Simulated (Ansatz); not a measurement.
# Y on Pt(111): change of the work function, part 4 of 4

Wanted: Δφ(θ) for Y/Pt(111), starting from the fcc site.

Ansatz 0.2.0; plane-wave DFT, PBE, Ansatz PAW.

So far, work function, upper face (eV): step 2 (the clean slab) 5.70; step 3 (37 atoms, coverage 0.111 ML, cell 3x3) 2.78.

**4. Adsorbate added, k-mesh 6×6×1, coverage 0.25 ML (continued)**

The density of states has structure finer than the step of the table below, so its rows give means over 0.25 eV. Peaks (eV: height): -3.400: 47.7, -3.100: 69.3, -2.980: 46.6, -2.890: 53.8, -2.320: 66.9, -2.260: 58.1, -0.330: 41.2.

Table of density of states by energy, zero at the Fermi level; means over each step:

```
energy (eV)  density of states (states/eV a cell)
      -7.75                                  2.59
      -7.50                                  2.04
      -7.25                                  2.60
      -7.00                                  5.90
      -6.75                                  7.72
      -6.50                                  10.2
      -6.25                                  15.3
      -6.00                                  17.4
      -5.75                                  24.8
      -5.50                                  22.8
      -5.25                                  17.2
      -5.00                                  15.6
      -4.75                                  21.4
      -4.50                                  18.3
      -4.25                                  24.6
      -4.00                                  24.1
      -3.75                                  27.6
      -3.50                                  33.1
      -3.25                                  29.1
      -3.00                                  37.4
      -2.75                                  28.7
      -2.50                                  20.2
      -2.25                                  30.5
      -2.00                                  22.0
      -1.75                                  21.8
      -1.50                                  27.2
      -1.25                                  28.4
      -1.00                                  23.0
      -0.75                                  19.7
      -0.50                                  23.6
      -0.25                                  31.2
       0.00                                  25.6
       0.25                                  19.7
       0.50                                  11.4
       0.75                                  6.91
       1.00                                  6.04
       1.25                                  6.24
       1.50                                  12.4
       1.75                                  9.76
```

Projected DOS per atom over height of the atomic layer and energy from the Fermi level. Layers: Pt4 Pt4 Pt4 Pt4 Y from below.

Ten even steps from '_' (0.03 states/eV) to '@' (3.66 states/eV), each cell a mean:
```
______..@@
________##
________--
::..::..--
==++==::..
++====--..
==----==..
++--====..
==::====..
==::--==::
++----==..
**++==**..
======++..
::--====__
::::----__
::::::::__
--++--::__
::==--::__
..--::..__
__....____
__________
__________
```
Columns: height of the atomic layer (Å) from 9 to 18.0 (not evenly spaced); rows upwards: energy from the Fermi level (eV) from -7.96 to 1.95.

Valence density in the ca plane at fractional y = 0.167, with atoms of Pt and Y within 0.2 Å of it. It is the smooth field of the valence electrons, not physical close to the nuclei.

Ten steps, logarithmic in the rise over the least value, from '0' (0 e/Å³) to '9' (11 e/Å³), each cell a mean:
```
65322333223466432356542222100000000000000000
65322333223466432356532110000000000000000000
44323565422344322344432100000000000000000000
33235898632233221233321100000000000000000000
22236999742222211222221000000000000000000000
32236899742222211223221000000000000000000000
43334777532333322234321100000000000000000000
55323444323455432355532110000000000000000000
65322333223466433456542211100000000000000000
54323444323455432345433333210000000000000000
43334787532343322233333566531000000000000000
22236899742222211222224677642000000000000000
22236999742222211122224677742000000000000000
33235898632233221223333577641000000000000000
54333565422344322344433455421000000000000000
```
Columns run along c (16.0 Å, from fractional 0.33 to 0.90 of the cell), rows up along a (5.5 Å). Atoms in or near the plane, at fractional coordinates: Pt at (0.40, 0.17), Pt at (0.40, 0.67), Y at (0.65, 0.17).

Electrostatic potential energy in the ca plane at fractional y = 0.167, with atoms of Pt and Y within 0.2 Å of it. With pseudopotentials it is smooth inside the atoms' cores, unlike the true potential.

Values in eV, 8 rows by 16 columns, each cell a mean:
```
-15   5   3   5 -17  -2  -6 -10   4   2   6   8   9   9   9   9
 -1  -4 -30   2  -3   4   2   1   9   8   8   8   9   9   9   9
  6 -21 -54  -7   6   8   8   8   9   9   9   9   9   9   9   9
 -1  -6 -33   1  -1   5   2   1   9   8   8   8   9   9   9   9
-15   5   3   5 -17  -2  -6 -10   4   3   6   8   9   9   9   9
 -1  -4 -30   2  -2   4   3   0 -15 -23   3   8   8   9   9   9
  6 -21 -54  -7   7   8   8   5 -35 -46  -1   7   8   9   9   9
 -1  -6 -33   1   0   5   3   0 -17 -26   2   7   8   9   9   9
```
Columns run along c (16.0 Å, from fractional 0.33 to 0.90 of the cell; values clipped at the 3rd and 97th percentile), rows up along a (5.5 Å). Atoms in or near the plane, at fractional coordinates: Pt at (0.40, 0.17), Pt at (0.40, 0.67), Y at (0.65, 0.17).

ELF in the ca plane at fractional y = 0.167, with atoms of Pt and Y within 0.2 Å of it. It is the smooth field of the valence electrons, not physical close to the nuclei.

Ten even steps from '0' (0.00) to '9' (0.83), each cell a mean:
```
54322333223454323344443212111122221000000000
54322333223454333344444310001122110000000000
33323454322333322233333321111111100000000000
32234777532233221223332221111110000000000000
32235788532232211223332211111000000000000000
32235787532232211223332211111100000000000000
33234666432333322233333321111111000000000000
44322333322344322344434321001111110000000000
54322333223455333344444211001122211000000000
43322333322344322334443245421122321100000000
32234666432333322223333699962112322100000000
32235787532222211223324988983112332100000000
32235788532232211223324976983112332100000000
32234777532233221223323899972112332100000000
33323454322333322233332478741112321100000000
```
Columns run along c (16.0 Å, from fractional 0.33 to 0.90 of the cell), rows up along a (5.5 Å). Atoms in or near the plane, at fractional coordinates: Pt at (0.40, 0.17), Pt at (0.40, 0.67), Y at (0.65, 0.17).

The relaxation took 9 steps and lowered the energy by 2.4 eV; the largest force on the free atoms ends at 0.0030 eV/Å.

By hand: a sheet of dipoles makes a step −p/(ε₀A) in the electron's potential. With e/ε₀ = 180.95 V·Å, p = 0.5118 e·Å and A = 26.62 Å², that is −180.95 × (0.5118) / 26.62 = -3.479 eV, and the two vacuum levels of the run differ by -3.479 eV.

The covered face has 2.21 eV, -3.49 eV against the clean one; the bare back face has moved by +0.02 eV, a measure of how thin the slab is.

**5. Work function against coverage**

This step: plane-wave DFT, PBE, Ansatz PAW; work function against coverage (Ansatz 0.2.0).

The runs are now put side by side.

This step gave:

| Quantity | Value |
| --- | --- |
| work function of the clean face | 5.703 eV |
| largest change of the work function | -3.494 eV |

The work function of the covered face by coverage:

```
coverage (adsorbates/nm²)  work function of the covered face (eV)
                     0.00                                    5.70
                     1.67                                    2.78
                     3.76                                    2.21
```

The dipole per adsorbate comes from the change of the cell's dipole. Coverage, by row:

```
coverage (1/nm²)  coverage (ML)  work function (eV)  change (eV)  dipole per adsorbate, positive end outwards (debye)  mean height of the added atoms over the highest substrate atom (Å)
            1.67         0.1111                2.78       -2.923                                                4.627                                                               2.033
           3.757           0.25               2.209       -3.494                                                 2.48                                                               1.915
```

**6. Results**

```yaml
work_function_of_the_clean_face: 5.70 eV
work_function_at_0p11_ml: 2.78 eV
work_function_at_0p25_ml: 2.21 eV
dipole_per_adsorbate_at_0p11_ml_positive_end_outwards: 4.63 D
```

**Reading.** Y lowers the work function of Pt(111) at the lowest coverage, by 2.92 eV: the adsorbate layer has its positive end outwards. The slab has 4 layers, at the tabulated experimental lattice constant, one starting site was run, and quantum-size effects of a slab this thin can reach one or two tenths of an eV. The main runs have no spin polarisation; a magnetic state could lie lower and would change these results.

[Long decimals in the printed logs are rounded to 6 places.]

[Logs are printed without paths, hosts, clocks, repeated set-up lines and the standing remarks that a program may print on its own settings, such as how far it seeks lower states.]

[Hosts, paths, dates, database ids (printed as entryN), source tags and the programs' standing remarks are cut or masked in the printed files.]

[Maps of the electrostatic potential energy from Ansatz leave out the sawtooth potential of an applied field or a dipole correction, so their vacuum need not be flat; planar profiles and work functions include it.]

[The density of states shown here was stored with 400 of the rows of the run's finer table, so its peaks can read low, often by over a quarter, or be missed, and its means over a window can be off by a tenth or more.]
